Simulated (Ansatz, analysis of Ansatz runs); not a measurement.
# LaInO3 (Pnma), nudged elastic band: O_i by the interstitialcy path (q = −2), part 2 of 3

How high is the barrier when O changes place in LaInO3 (Pnma)? The case: O_i by the interstitialcy path, charge −2, in a cell of 40 host atoms with 1 O put in.

Ansatz 0.2.0; plane-wave PAW DFT, PBEsol; nudged elastic band between two relaxed defect structures at fixed charge in a uniform background.

So far: Starting point; Relaxation of the start point, charge −2.

## Step 3: Relaxation of the end point, charge −2

Level of this step: plane-wave PAW DFT, PBEsol; relaxation of all atoms of a defect supercell at fixed charge in a uniform background (Ansatz).

The end point is relaxed in the same cell and settings, so that the two energies compare.

qm2.end/input.yaml reads:

```yaml
crystal:
  lattice:
    - [0.0, 8.21613204, 5.70050548]
    - [5.94293833, 0.0, 5.70050548]
    - [5.94293833, 8.21613204, 0.0]
  atoms:
    - { symbol: La, position: [0.16207004, 0.85537686, 0.08792996] }
    - { symbol: La, position: [0.66207004, 0.35537686, 0.58792996] }
    - { symbol: La, position: [0.35537686, 0.16207004, 0.39462314] }
[... 3 atom lines left out ...]
    - { symbol: La, position: [0.33792996, 0.64462314, 0.41207004] }
[... 3 atom lines left out ...]
    - { symbol: In, position: [0.25, 0.75, 0.75] }
[... 1 atom line left out ...]
    - { symbol: In, position: [0.0, 0.0, 0.5] }
[... 2 atom lines left out ...]
    - { symbol: In, position: [0.5, 0.0, 0.0] }
[... 2 atom lines left out ...]
    - { symbol: O, position: [0.0976, 1.0343, 0.7726] }
[... 4 atom lines left out ...]
    - { symbol: O, position: [0.59022654, 0.79222184, 0.15977346] }
[... 1 atom line left out ...]
    - { symbol: O, position: [0.52976201, 0.66527137, 0.53243594] }
[... 2 atom lines left out ...]
    - { symbol: O, position: [0.02253069, 0.28243594, 0.41527137] }
[... 7 atom lines left out ...]
    - { symbol: O, position: [0.47746931, 0.21756406, 0.08472863] }
[... 1 atom line left out ...]
    - { symbol: O, position: [0.21756406, 0.97746931, 0.22023799] }
[... 1 atom line left out ...]
    - { symbol: O, position: [0.205293, -0.090603, 0.544707] }
total_charge: -2
basis:
  ecutwfc: 420
  xc_grid: 2
hamiltonian:
  xc: pbesol
kpoints:
  mp_grid: { grid: [1, 1, 1] }
scf:
  occupations: { method: fermi_dirac, width: 0.01 }
  max_iter: 80
output:
  forces: true
relax:
  f_tol: 0.015
  max_steps: 70
  random_displacement: { amplitude: 0.03, seed: 1723 }
```

On the command line:

```sh
$ ansatz run input.yaml --threads 4 --pin off --max-ram 7536MiB --backend cpu --events-out ev --progress --plain --runs-dir out
```

Numbers of over 12 decimals in the logs are rounded to 6 here.

The log of the run:

```text
[...]
Crystal: 41 atoms, lattice volume = 556.688 Å³
Basis set: ecut = 420 eV, 10867 PW (Γ), exchange–correlation on 144×120×144 points (8 copies of the dense FFT grid, shifted against one another)
Bands: 213, of which v1, the nominal top of the filled ones, is band 172 counted from 1 (171 counted from 0)
Symmetry: 1 space group operations
k-points: 1
[...]
SCF iter   1: F=—  HF=-107524.831996 eV  |F-HF|=—  |Δ(HF+E_count)|=         —  Δρ=3.82e-2  dr2=8.79e0  ethr=1.77e-3  ⟨swp⟩=5.0  Hψ=856  notcnv=0
[...]
SCF iter  15: F=-107523.120414 eV  HF=-107523.120415 eV  |F-HF|=1.55e-6  |Δ(HF+E_count)|=   3.10e-7  Δρ=1.55e-5  dr2=1.70e-6  ethr=1.64e-9  ⟨swp⟩=3.0  Hψ=584  notcnv=0
SCF 1 converged in 15 iterations: F = -107523.120414 eV  dr2 = 1.70e-6
[...]
--- Relaxed structure (11 steps of the walk, 11 accepted, 0 SCFs on fresh bases) ---
  F+E_penalty+E_count = -107528.92438376 eV   max|allowed force component| = 1.435e-2 eV/Å
  atoms:
    - { symbol: La, position: [0.161699, 0.846026, 0.096618] }
    - { symbol: La, position: [0.653654, 0.354797, 0.593934] }
    - { symbol: La, position: [0.362519, 0.157257, 0.379286] }
    [... 3 atoms left out ...]
    - { symbol: La, position: [0.342779, 0.625129, 0.416659] }
    [... 3 atoms left out ...]
    - { symbol: In, position: [0.242253, 0.779915, 0.743725] }
    [... 1 atom left out ...]
    - { symbol: In, position: [0.005267, 0.006125, 0.495304] }
    [... 5 atoms left out ...]
    - { symbol: O, position: [0.145322, 1.094000, 0.681312] }
    [... 4 atoms left out ...]
    - { symbol: O, position: [0.590788, 0.778884, 0.159557] }
    [... 4 atoms left out ...]
    - { symbol: O, position: [0.027268, 0.284971, 0.413992] }
    [... 7 atoms left out ...]
    - { symbol: O, position: [0.474539, 0.216349, 0.075669] }
    [... 1 atom left out ...]
    - { symbol: O, position: [0.216274, 0.990998, 0.208946] }
    [... 1 atom left out ...]
    - { symbol: O, position: [0.233948, -0.114133, 0.504964] }
[key lines of the parts left out:]
SCF converged after 2 iterations
Free energy (F): -107528.924384 eV
Fermi energy:    11.882644 eV
```

It took 29 s on 4 threads of Arm Neoverse V2, shared host; peak memory 0.82 GiB.

Step by step:

```
step  energy less that of the first step (eV)  largest force component (eV/Å)
   1                                   0.0000                          5.1654
   2                                  -2.4671                          3.3716
   3                                  -4.3450                          1.3625
   4                                  -5.1344                          0.9237
   5                                  -5.5071                          0.3406
   6                                  -5.6152                          0.1442
   7                                  -5.6868                          0.1969
   8                                  -5.7477                          0.3266
   9                                  -5.8010                          0.0638
  10                                  -5.8040                          0.0143
  11                                  -5.8040                          0.0144
```

The atoms that moved most (Å, from the sites as typed, ahead of the random displacement, the mean shift of all atoms taken out):

```
atom      dx      dy      dz  length
 O23   1.028  -0.063   0.314   1.077
 O19  -0.190  -0.357   0.618   0.739
 O35   0.068   0.502  -0.095   0.516
 O41  -0.378  -0.090   0.035   0.391
 O38   0.079  -0.260   0.044   0.275
 O27   0.076   0.197   0.074   0.224
In11   0.138  -0.115   0.132   0.223
 O30  -0.090   0.196   0.018   0.216
```

Neighbours of O41 at the end:

```
atom  distance (Å)
In13         2.156
In11         2.248
 La7         2.254
 La3         2.439
 O19         2.491
 O39         2.860
 O26         2.918
 O38         2.968
 O27         3.015
```

Read from the output:

```yaml
free_energy: -107528.9244 eV
largest_move_from_the_ideal_geometry_of_this_structure_a_common_shift_of_the_far_atoms_taken_out: 1.103 Å
```

The relaxation gained 5.804 eV and ended with a largest force component of 0.014 eV/Å. The end lies within 1 meV of the start.

[end of part 2 of 3]

[Logs are printed without paths, hosts, clocks, repeated set-up lines and the standing remarks that a program may print on its own settings, such as how far it seeks lower states.]

[Hosts, paths, dates, database ids (printed as entryN), source tags and the programs' standing remarks are cut or masked in the printed files.]
